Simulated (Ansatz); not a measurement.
# Cs2PbI2Cl2 (I4/mmm): a band-gap study from PBE to G0W0 at the band limit, part 2 of 2

Wanted: the gap of Cs2PbI2Cl2 (I4/mmm) by functionals, hybrids and G0W0, carried to the basis limit, with what remains uncertain.

Ansatz 0.2.0; density functionals, hybrids, G0W0, plane waves, PAW. Known limits of the many-body steps: not at the basis limit; no spin-orbit coupling.

So far. Step 4 (r2SCAN): The gap stands +0.38 eV against PBE. Step 5 (HSE06): The gap stands +0.74 eV against PBE.

In doubt: masses and optical values from hybrid runs of this build are listed as unsure (step 10), which bears on the screening that GW takes from such a start.

## 6. Dielectric tensor

ε∞ sets how strongly the crystal screens. Perturbation theory gives it with local fields and without a sum over empty bands.

This step: dielectric response by perturbation theory, PBE, plane waves, PAW; PAW set soft_1.

input.yaml reads:

```yaml
crystal:
  lattice:
    - [-2.8838975, 2.8838975, 9.7428095]
    - [2.8838975, -2.8838975, 9.7428095]
    - [2.8838975, 2.8838975, -9.7428095]
  atoms:
    - { symbol: Cs, position: [0.368645, 0.368645, 0.0] }
    - { symbol: Cs, position: [0.631355, 0.631355, 0.0] }
    - { symbol: Pb, position: [0.0, 0.0, 0.0] }
    - { symbol: I, position: [0.166328, 0.166328, 0.0] }
    - { symbol: I, position: [0.833672, 0.833672, 0.0] }
    - { symbol: Cl, position: [0.5, 0.0, 0.5] }
    - { symbol: Cl, position: [0.0, 0.5, 0.5] }
kpoints:
  mp_grid: { grid: [6, 6, 6] }
hamiltonian:
  xc: pbe
  pseudopotentials: { kind: paw, azcp: { folder: soft_1 } }
scf:
  occupations: { method: fixed }
dielectric: {}
```

On the command line:

```console
$ ansatz run input.yaml --threads 2 --pin off --max-ram 92160MiB --backend cuda --events-out ev --progress --plain --runs-dir out --devices 1 --max-vram 13GiB
```

Numbers of over 12 decimals in the logs are rounded to 6 here.

Output:

```text
GPUs: using 1 of 1 available (devices: 1).
[...]
GPU FFT provider: cuFFT
GPU libraries: cuBLAS 13.8.2, cuFFT 12.4.0, cuSOLVER 12.3.4
Crystal: 7 atoms, lattice volume = 324.119 Å³
Basis set: ecut = 420 eV, 6401 PW (Γ), exchange–correlation on 144×144×144 points (8 copies of the dense FFT grid, shifted against one another)
Bands: 48, of which v1, the nominal top of the filled ones, is band 40 counted from 1 (39 counted from 0)
Symmetry: 16 space group operations
k-points: 68 of 216 (irreducible under 2 space group operations, time reversal used)
[...]
GPU buffer pool allocated for 373248 grid points (all kernels)
[...]
SCF iter   1: F=—  HF=-40449.165158 eV  |F-HF|=—  |Δ(HF+E_count)|=         —  Δρ=2.63e-2  dr2=8.67e0  ethr=3.10e-3  ⟨swp⟩=6.6  Hψ=11862  notcnv=0  defer=385
[...]
SCF iter  12: F=-40445.821408 eV  HF=-40445.821408 eV  |F-HF|=2.18e-11  |Δ(HF+E_count)|=  7.71e-10  Δρ=9.12e-8  dr2=3.81e-11  ethr=1.00e-12  ⟨swp⟩=20.0  Hψ=19992  notcnv=0
SCF 1 converged in 12 iterations: F = -40445.821408 eV  dr2 = 3.81e-11
[...]
the response reads at least the filled bands of the reference SCF and the lowest empty band at each k-point, and that SCF's band table does not vouch for those bands. The notice of the band table in this run's record says why
[...]
SCF converged after 12 iterations
Free energy (F): -40445.821408 eV
[...]
Internal energy: -40445.821408 eV  (E = F + TS)
E sigma→0 (E₀):  -40445.821408 eV
Fermi energy:    2.853236 eV
[...]
--- Band table (eV; the first three rows and the last of 68) ---
  k-point 0: bands = [... 36 lower, 2.1644, 2.1906, 2.3739, 2.3739, 6.8386, 7.1144, 7.8394, 7.9631, ... 4 higher]
  k-point 1: bands = [... 36 lower, 2.1216, 2.1354, 2.3361, 2.3522, 6.9323, 7.3818, 7.7276, 7.7594, ... 4 higher]
  k-point 2: bands = [... 36 lower, 2.0780, 2.2079, 2.2596, 2.5726, 6.2640, 6.2683, 6.5618, 8.2701, ... 4 higher]
  k-point 67: bands = [... 36 lower, 2.1969, 2.3367, 2.3367, 2.4712, 6.6489, 7.4734, 7.5605, 7.6411, ... 4 higher]
--- Dielectric response (ions clamped): 3 representative field directions + reference, inside a basis on a mesh of 288 k-points (Σ response iterations 18) ---
  ε∞ (high-frequency dielectric tensor):
        3.397758     0.000000     0.000000
        0.000000     3.397758     0.000000
        0.000000     0.000000     3.656619
  Born effective charges Z* (e; rows j = field, columns β = displacement):
    site 0:
         1.31419   -0.00000   -0.00000
         0.00000    1.31419   -0.00000
        -0.00000   -0.00000    1.30735
    site 1:
         1.31419   -0.00000    0.00000
         0.00000    1.31419    0.00000
[...]
site 2:
[...]
site 3:
[...]
site 4:
[...]
site 5:
[...]
-0.00000    0.00000   -0.74160
    site 6:
        -3.60845   -0.00000    0.00000
         0.00000   -0.80748   -0.00000
         0.00000    0.00000   -0.74160
  Z* charge neutrality: 2.937e-2 e pre-enforcement
  solved inside a basis spanned on kpoints, on 6×6×8 k-points, its susceptibility summed on 8×8×10: ε∞ is read to err by 1.8e-2, Z* by 2.6e-2 e (field_mesh: kpoints solves on kpoints); Z* is corrected for what the basis lacks
```

The job ended after 3.9 min (1 × NVIDIA H100 80GB HBM3 (shared by 6 runs) with 2 threads of AMD EPYC 7R13 (Zen 3), shared host; peak memory 5.6 GiB; 6.7 min of CPU time).

This step gave:

| Item | Value |
| --- | --- |
| stated error of ε∞ | 0.018 |

One over ε∞ averages 0.29, somewhat over the quarter of exact exchange in PBE0.

High-frequency dielectric tensor:

```
3.40 0.00 0.00
0.00 3.40 0.00
0.00 0.00 3.66
```

## 7. G0W0, 4×4×4 mesh, 179 empty bands, screening to 39 eV, PAW set soft_1 files

Now the one-shot GW correction: screening in the RPA, then the self-energy of the levels asked for. This step takes PAW set soft_1 files.

This step: G0W0 on PBE, plane waves, PAW; PAW set soft_1.

input.yaml, as its differences from that of step 6:

```diff
@@ -14,3 +14,3 @@
 kpoints:
-  mp_grid: { grid: [6, 6, 6] }
+  mp_grid: { grid: [4, 4, 4] }
 hamiltonian:
@@ -20,2 +20,7 @@
   occupations: { method: fixed }
-dielectric: {}
+gw:
+  n_empty_bands: 179
+  ecut_chi: 39
+  qp_bands: [v2, c2]
+  qp_kpoints: band_edges
+  screening: { model: contour_deformation }
```

Output:

```text
GPUs: using 1 of 1 available (devices: 1).
[...]
GPU FFT provider: cuFFT
GPU libraries: cuBLAS 13.8.2, cuFFT 12.4.0, cuSOLVER 12.3.4
Crystal: 7 atoms, lattice volume = 324.119 Å³
Basis set: ecut = 420 eV, 6401 PW (Γ)
Bands: 48, of which v1, the nominal top of the filled ones, is band 40 counted from 1 (39 counted from 0)
Symmetry: 16 space group operations
[...]
k-points: 13 of 64
[...]
1    42      6.9977    -8.4299    -3.0689   -12.5407  0.7947     8.0636     8.0394  root
[...]
12    39      2.3358   -16.8858     2.3683   -13.6524  0.7718     1.4527     1.4708  root
    12    40      2.4701   -16.8726     1.9441   -14.2843  0.7817     1.8180     1.8260  root
    12    41      6.6481    -7.4766    -2.7615   -11.1248  0.8110     7.5477     7.5348  root
    12    42      7.4735    -3.1247    -2.8316    -6.5408  0.8345     8.0631     8.0580  root
[key lines of the parts left out:]
SCF converged after 9 iterations
Free energy (F): -40445.811960 eV
Fermi energy:    2.854174 eV
```

It took 43 s on 1 × NVIDIA H100 80GB HBM3 (shared by 6 runs) with 2 threads; peak memory 1.6 GiB; 56 s of CPU time.

Numbers from this step:

| Property | Result |
| --- | --- |
| bands summed | 219 |
| RPA ε∞ on this mesh (eigenvalues) | 3.377, 3.382, 3.382 |
| plane waves in the screening matrix | 173 |
| G0W0 gap on the mesh | 3.806 eV |
| k of the valence top | 0, 0, -0.5 |
| k of the conduction bottom | 0, 0, -0.5 |
| starting gap on the mesh | 2.516 eV |
| least direct G0W0 gap on the computed points | 3.806 eV |

The gap on the mesh goes from 2.52 eV to 3.81 eV, a correction of +1.29 eV. Between the two edge states, bare exchange in place of the xc potential would open the gap by 5.85 eV, and correlation takes back 4.55 eV.

## 8. G0W0, 4×4×4 mesh, 507 empty bands, screening to 78 eV, PAW set soft_1 files

Bands and screening cutoff are moved together, since each hides the error of the other.

input.yaml, as its differences from that of step 7:

```diff
@@ -21,4 +21,4 @@
 gw:
-  n_empty_bands: 179
-  ecut_chi: 39
+  n_empty_bands: 507
+  ecut_chi: 78
   qp_bands: [v2, c2]
```

Output:

```text
GPUs: using 1 of 1 available (devices: 1).
[...]
GPU FFT provider: cuFFT
GPU libraries: cuBLAS 13.8.2, cuFFT 12.4.0, cuSOLVER 12.3.4
Crystal: 7 atoms, lattice volume = 324.119 Å³
Basis set: ecut = 420 eV, 6401 PW (Γ)
Bands: 48, of which v1, the nominal top of the filled ones, is band 40 counted from 1 (39 counted from 0)
Symmetry: 16 space group operations
[...]
k-points: 13 of 64
[...]
1    42      6.9977    -8.4299    -3.3770   -12.5407  0.7906     7.7424     7.7314  root
[...]
12    39      2.3358   -16.8858     2.0352   -13.6524  0.7665     1.1008     1.1376  root
    12    40      2.4701   -16.8726     1.5816   -14.2843  0.7749     1.4423     1.4634  root
    12    41      6.6481    -7.4766    -3.0296   -11.1248  0.8084     7.2726     7.2668  root
    12    42      7.4735    -3.1247    -2.9807    -6.5408  0.8332     7.9116     7.9089  root
[key lines of the parts left out:]
SCF converged after 9 iterations
Free energy (F): -40445.811960 eV
Fermi energy:    2.854174 eV
```

It took 77 s on 1 × NVIDIA H100 80GB HBM3 (shared by 6 runs) with 2 threads; peak memory 2.6 GiB.

This step gave:

```
bands summed                                 : 547
RPA ε∞ on this mesh (eigenvalues)            : 3.360, 3.361, 3.361
plane waves in the screening matrix          : 503
G0W0 gap on the mesh                         : 3.932 eV
k of the valence top                         : 0, 0, -0.5
k of the conduction bottom                   : 0, 0, -0.5
starting gap on the mesh                     : 2.516 eV
least direct G0W0 gap on the computed points : 3.932 eV
```

Against the run with 4×4×4 mesh, 179 empty bands, screening to 39 eV, PAW set soft_1 files, the gap moves by +0.13 eV.

## 9. G0W0, 4×4×4 mesh, 1090 empty bands, screening to 130 eV, PAW set soft_1 files

input.yaml, as its differences from that of step 8:

```diff
@@ -21,4 +21,4 @@
 gw:
-  n_empty_bands: 507
-  ecut_chi: 78
+  n_empty_bands: 1090
+  ecut_chi: 130.0
   qp_bands: [v2, c2]
```

Output:

```text
GPUs: using 1 of 1 available (devices: 1).
[...]
GPU FFT provider: cuFFT
GPU libraries: cuBLAS 13.8.2, cuFFT 12.4.0, cuSOLVER 12.3.4
Crystal: 7 atoms, lattice volume = 324.119 Å³
Basis set: ecut = 420 eV, 6401 PW (Γ)
Bands: 48, of which v1, the nominal top of the filled ones, is band 40 counted from 1 (39 counted from 0)
Symmetry: 16 space group operations
[...]
k-points: 13 of 64
[...]
GPU buffer pool allocated for 373248 grid points (all kernels)
[...]
SCF iter   1: F=—  HF=-40449.153262 eV  |F-HF|=—  |Δ(HF+E_count)|=         —  Δρ=2.63e-2  dr2=8.65e0  ethr=3.10e-3  ⟨swp⟩=6.6  Hψ=2253  notcnv=0  defer=66
[...]
SCF iter   9: F=-40445.811960 eV  HF=-40445.811960 eV  |F-HF|=3.03e-8  |Δ(HF+E_count)|=   2.12e-6  Δρ=2.89e-6  dr2=2.45e-8  ethr=1.25e-10  ⟨swp⟩=20.2  Hψ=3829  notcnv=0
SCF 1 converged in 9 iterations: F = -40445.811960 eV  dr2 = 2.45e-8
[...]
G₀W₀ screening: q 1/13
[... further progress lines ...]
[...]
SCF converged after 9 iterations
Free energy (F): -40445.811960 eV
[...]
Internal energy: -40445.811960 eV  (E = F + TS)
E sigma→0 (E₀):  -40445.811960 eV
Fermi energy:    2.854174 eV
[...]
--- Band table (eV; the first three rows and the last of 13) ---
  k-point 0: bands = [... 36 lower, 2.1634, 2.1895, 2.3731, 2.3731, 6.8386, 7.1129, 7.8394, 7.9635, ... 4 higher]
  k-point 1: bands = [... 36 lower, 2.1058, 2.1359, 2.2987, 2.4417, 6.7491, 6.9977, 7.0182, 7.8449, ... 4 higher]
  k-point 2: bands = [... 36 lower, 2.0495, 2.2012, 2.3478, 2.8542, 5.3705, 5.4700, 6.3578, 8.4959, ... 4 higher]
  k-point 12: bands = [... 36 lower, 2.1961, 2.3358, 2.3358, 2.4701, 6.6481, 7.4735, 7.5612, 7.6404, ... 4 higher]
[...]
0    39      2.3731   -17.0045     1.8423   -13.7821  0.7650     0.9416     0.9930  root
     0    40      2.3731   -17.0045     1.8423   -13.7821  0.7650     0.9416     0.9930  root
     0    41      6.8386    -3.8869    -3.1279    -7.3260  0.8339     7.1511     7.1498  root
     0    42      7.1129    -8.7090    -3.4021   -12.6928  0.7927     7.7004     7.6945  root
     1    39      2.2987   -16.8746     1.8543   -13.6349  0.7646     0.8617     0.9134  root
     1    40      2.4417   -16.8883     1.3787   -14.2809  0.7732     1.1795     1.2129  root
     1    41      6.7491    -8.6511    -3.2990   -12.4974  0.7971     7.3010     7.2964  root
     1    42      6.9977    -8.4299    -3.5564   -12.5407  0.7889     7.5580     7.5521  root
     2    39      2.3478   -17.0964     1.8750   -13.8355  0.7651     0.9115     0.9620  root
     2    40      2.8542   -18.2506     1.0427   -16.1532  0.7791     1.7807     1.7996  root
     2    41      5.3705    -7.6310    -3.2729   -11.3786  0.8075     5.8483     5.8452  root
     2    42      5.4700    -8.0079    -3.3046   -11.8014  0.8048     5.9623     5.9590  root
     3    39      2.2811   -16.8031     1.8661   -13.5506  0.7638     0.8424     0.8947  root
     3    40      2.3828   -16.8010     1.4670   -14.0762  0.7715     1.0883     1.1250  root
     3    41      6.8379    -8.2399    -3.3036   -12.0805  0.7994     7.3793     7.3748  root
     3    42      7.2393    -8.9732    -3.6577   -13.2213  0.7820     7.8374     7.8297  root
     4    39      2.2520   -16.9106     1.8984   -13.6246  0.7637     0.8124     0.8645  root
     4    40      2.6197   -17.3978     1.2055   -15.0389  0.7766     1.4402     1.4663  root
     4    41      5.6505    -8.1984    -3.3208   -12.0241  0.8027     6.1592     6.1554  root
     4    42      6.4947    -8.2442    -3.2200   -11.9740  0.8020     7.0084     7.0047  root
     5    39      2.1695   -16.6166     1.9058   -13.3173  0.7621     0.7212     0.7759  root
     5    40      2.5594   -17.2807     1.2990   -14.7923  0.7749     1.3409     1.3700  root
     5    41      5.8892    -8.5380    -3.3711   -12.4412  0.7991     6.4256     6.4213  root
     5    42      6.6477    -8.3472    -3.2633   -12.1410  0.8000     7.1825     7.1783  root
[...]
11    39      2.3441   -17.0251     1.8646   -13.7725  0.7650     0.9051     0.9561  root
    11    40      2.4901   -16.8366     1.2998   -14.3271  0.7746     1.2490     1.2804  root
    11    41      6.4937    -7.8444    -3.2075   -11.5399  0.8047     6.9852     6.9817  root
    11    42      6.8918    -8.4649    -3.5326   -12.5663  0.7881     7.4667     7.4605  root
    12    39      2.3358   -16.8858     1.8411   -13.6524  0.7651     0.8916     0.9435  root
    12    40      2.4701   -16.8726     1.3644   -14.2843  0.7733     1.2134     1.2462  root
    12    41      6.6481    -7.4766    -3.1935   -11.1248  0.8073     7.1059     7.1029  root
    12    42      7.4735    -3.1247    -3.0378    -6.5408  0.8328     7.8538     7.8517  root
```

Run time: 2.6 min. Hardware: 1 × NVIDIA H100 80GB HBM3 (shared by 6 runs) with 2 threads; peak memory 5.4 GiB.

Numbers from this step:

- bands summed: 1130
- RPA ε∞ on this mesh (eigenvalues): 3.354, 3.354, 3.358
- plane waves in the screening matrix: 1087
- q-points in the mesh: 64
- G0W0 gap on the mesh: 4.046 eV
- k of the valence top: 0, 0, -0.5
- k of the conduction bottom: 0, 0, -0.5
- starting gap on the mesh: 2.516 eV
- Z at the valence top: 0.7791
- Z at the conduction bottom: 0.8075
- least direct G0W0 gap on the computed points: 4.046 eV

Against the run with 4×4×4 mesh, 507 empty bands, screening to 78 eV, PAW set soft_1 files, the gap moves by +0.11 eV.

Limits: finite bands, cutoff and mesh; no spin-orbit coupling. v1 is the top filled band, c1 the lowest empty one. Levels before and after the correction, in eV, zero at the valence-band top of each column:

|  | conduction bottom | valence top |
| --- | --- | --- |
| Kohn-Sham | 2.52 | 0.00 |
| G0W0 | 4.05 | 0.00 |

|  | level | occupation | energy (eV) |
| --- | --- | --- | --- |
| Kohn-Sham | (0 0 -0.5) v2 | 2 | -0.506 |
| Kohn-Sham | (0 0 -0.5) v1 | 2 | 0.000 |
| Kohn-Sham | (0 0 -0.5) c1 | 0 | 2.516 |
| Kohn-Sham | (0 0 -0.5) c2 | 0 | 2.616 |
| G0W0 | (0 0 -0.5) v2 | 2 | -0.838 |
| G0W0 | (0 0 -0.5) v1 | 2 | 0.000 |
| G0W0 | (0 0 -0.5) c1 | 0 | 4.046 |
| G0W0 | (0 0 -0.5) c2 | 0 | 4.159 |

The parts of the quasiparticle energy at the two band edges (eV; QP = start + Σx + Σc − Vxc):

| run | edge | start | Σx | Σc | Vxc | Z | QP |
| --- | --- | --- | --- | --- | --- | --- | --- |
| 219 bands | valence top | 2.85 | -18.25 | 1.72 | -16.15 | 0.79 | 2.47 |
| 219 bands | conduction bottom | 5.37 | -7.63 | -2.84 | -11.38 | 0.81 | 6.28 |
| 547 bands | valence top | 2.85 | -18.25 | 1.31 | -16.15 | 0.78 | 2.07 |
| 547 bands | conduction bottom | 5.37 | -7.63 | -3.12 | -11.38 | 0.81 | 6.00 |
| 1130 bands | valence top | 2.85 | -18.25 | 1.04 | -16.15 | 0.78 | 1.80 |
| 1130 bands | conduction bottom | 5.37 | -7.63 | -3.27 | -11.38 | 0.81 | 5.85 |

## 10. G0W0@HSE06, 4×4×4 mesh, 1090 empty bands, screening to 130 eV, PAW set soft_1 files

The same correction from a different start measures what one shot leaves open.

This step: G0W0 on HSE06, plane waves, PAW; PAW set soft_1.

input.yaml, as its differences from that of step 9:

```diff
@@ -16,3 +16,3 @@
 hamiltonian:
-  xc: pbe
+  xc: hse06
   pseudopotentials: { kind: paw, azcp: { folder: soft_1 } }
```

Output:

```text
GPUs: using 1 of 1 available (devices: 1).
[...]
GPU FFT provider: cuFFT
GPU libraries: cuBLAS 13.8.2, cuFFT 12.4.0, cuSOLVER 12.3.4
Crystal: 7 atoms, lattice volume = 324.119 Å³
Basis set: ecut = 420 eV, 6401 PW (Γ)
Bands: 48, of which v1, the nominal top of the filled ones, is band 40 counted from 1 (39 counted from 0)
Symmetry: 16 space group operations
[...]
k-points: 13 of 64
[...]
2    41      5.5992    -7.3593    -3.1323   -10.9090  0.8333     6.0182     6.0165  root
     2    42      5.7034    -7.7143    -3.1680   -11.3133  0.8310     6.1363     6.1344  root
[...]
12    39      1.6208   -16.9041     1.5127   -14.3995  0.7977     0.6125     0.6290  root
    12    40      1.8639   -16.9441     1.1151   -14.9487  0.8049     0.9729     0.9837  root
    12    41      6.9139    -7.1313    -3.0504   -10.5636  0.8341     7.2974     7.2958  root
    12    42      7.7276    -2.9583    -2.8391    -6.0988  0.8560     8.0299     8.0290  root
[key lines of the parts left out:]
Free energy (F): -40470.191667 eV
Fermi energy:    2.344139 eV
```

It took 9.1 min on 1 × NVIDIA H100 80GB HBM3 (shared by 6 runs) with 2 threads; peak memory 6.9 GiB; 13 min of CPU time.

This step gave:

* bands summed: 1130
* RPA ε∞ on this mesh (eigenvalues): 2.838, 2.838, 2.943
* plane waves in the screening matrix: 1087
* G0W0 gap on the mesh: 4.436 eV
* k of the valence top: 0, 0, -0.5
* k of the conduction bottom: 0, 0, -0.5
* starting gap on the mesh: 3.255 eV
* least direct G0W0 gap on the computed points: 4.436 eV

Against the run with 4×4×4 mesh, 1090 empty bands, screening to 130 eV, PAW set soft_1 files on PBE, the gap moves by +0.39 eV, while the start moved by +0.74 eV.

## 11. The ladder

Times are wall times on 1 × NVIDIA H100 80GB HBM3 (shared by 6 runs) with 2 threads of AMD EPYC 7R13 (Zen 3), shared host, good to a factor of about two. G0W0 rows are gaps on the mesh, lowered by the amount that the mesh misses the start's edges, a rough step that assumes the same correction there.

| level | gap (eV) | least direct gap (eV) | time |
| --- | --- | --- | --- |
| PBE | 2.52 | 2.52 | 13 s |
| PBE+SOC | 1.66 | 1.66 | 18 s |
| r2SCAN | 2.90 | 2.90 | 18 s |
| HSE06 | 3.25 | 3.25 | 1.7 min |
| G0W0@PBE (179 empty bands) | 3.81 | - | 43 s |
| G0W0@PBE (507 empty bands) | 3.93 | - | 77 s |
| G0W0@PBE (1090 empty bands) | 4.05 | - | 2.6 min |
| G0W0@HSE06 (1090 empty bands) | 4.44 | - | 9.1 min |

## 12. Adding up the best estimate

| term | eV | running total (eV) |
| --- | --- | --- |
| G0W0 on the mesh, top rung | 4.046 | 4.046 |
| to the limit, by a line in one over the bands through the two top rungs | +0.106 | 4.152 |
| spin-orbit change, from PBE | −0.862 | 3.290 |

Changes that are not added in, each against a run with equal bands and cutoff:

| change | eV |
| --- | --- |
| start HSE06 | +0.39 |

## 13. Outcome

- PBE gap: 2.52 eV, direct
- HSE06: 3.25 eV
- G0W0, top rung on the mesh: 4.05 eV
- best estimate, G0W0@PBE with spin-orbit change: 3.29 eV
- GW settings of the top rung: 4×4×4 mesh, 1090 empty bands, screening to 130 eV, PAW set soft_1 files
- known limits: one-shot GW, static lattice; one k mesh, untested

**Reading.** The best estimate for G0W0@PBE is 3.29 eV, direct on the mesh, against 1.66 eV at the start (both with spin-orbit coupling). The pair of rungs below gives a limit −0.14 eV away. Of the changes left open the largest, +0.39 eV, comes from starting at HSE06. Among the functionals HSE06 comes nearest: −0.90 eV from the estimate without its spin-orbit term (4.15 eV). The RPA ε∞ on the GW mesh averages 3.4 against 3.5 from perturbation theory, which takes a denser mesh of its own and holds the xc response as well. A spin-orbit term this large, taken from DFT and added afterwards, is rough: it also changes the screening and the orbitals that GW builds on. All runs took 20 min, 68 % of it in G0W0.

[Paths, hosts, dates, memory and timing lines, banners, echoed tables and standing remarks are left out of the program output.]

[Logs are printed without paths, hosts, clocks, repeated set-up lines and the standing remarks that a program may print on its own settings, such as how far it seeks lower states.]

[Runs of the session that timed out or met a known fault of the program may be left out.]

[Cells called generated may have been cut or substituted from an entry of the Crystallography Open Database or the Materials Project.]

[Hosts, paths, dates, database ids (printed as entryN), source tags and the programs' standing remarks are cut or masked in the printed files.]
